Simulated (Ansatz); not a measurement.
In doubt: masses and optical values from hybrid runs of this build are listed as unsure (in some of the runs), which bears on the screening that GW takes from such a start.

Zn3SbN3 (Cm), computed twice by G0W0.

```xyz
7
Lattice="3.3939 -3.2832 0.0000 3.3939 3.2832 0.0000 -3.2156 0.0000 4.5561" Properties=species:S:1:pos:R:3 pbc="T T T"
Zn    3.9825    0.0000    0.5380
Zn    1.9629   -1.4484    2.3684
Zn    1.9629    1.4484    2.3684
Sb    0.4030    0.0000    0.0110
N     3.6280    1.7435    1.3663
N     3.6280   -1.7435    1.3663
N     2.1311    0.0000    3.7004
```

The cell and positions are those that the Materials Project relaxed with its own functionals (PBE, PBE+U or r2SCAN), kept fixed. Spin-orbit coupling is left out unless a run names it.

The first (Ansatz 0.2.0; start HSE06, 4×4×4 mesh, 804 empty bands, screening to 230 eV, PAW set soft_1 files; 1 × NVIDIA H100 80GB HBM3 (shared by 6 runs) with 2 threads of AMD EPYC 7R13 (Zen 3), shared host) gave, on its mesh: starting gap 2.40 eV, G0W0 gap 2.67 eV, RPA ε∞ (mean) 5.59, 4.1 min.

The second gave: starting gap 1.43 eV, G0W0 gap 2.13 eV, RPA ε∞ (mean) 7.81, 3.4 min.

Q: What was changed in the input? Choose among start, files, mesh, bands and cutoff, frequency model or another key.

Changed: start from HSE06 to PBE and frequency model from contour deformation to plasmon pole. A jump of this size in the start, with ε∞ moving the other way, marks another functional. Other changes could give like numbers; this is the one that was made.

Limits: not at the basis limit; d shell near the gap, gap tends to lie low; no spin-orbit coupling.

[Paths, hosts, dates, memory and timing lines, banners, echoed tables and standing remarks are left out of the program output.]

[Logs are printed without paths, hosts, clocks, repeated set-up lines and the standing remarks that a program may print on its own settings, such as how far it seeks lower states.]

[Runs of the session that timed out or met a known fault of the program may be left out.]

[Cells called generated may have been cut or substituted from an entry of the Crystallography Open Database or the Materials Project.]

[Hosts, paths, dates, database ids (printed as entryN), source tags and the programs' standing remarks are cut or masked in the printed files.]
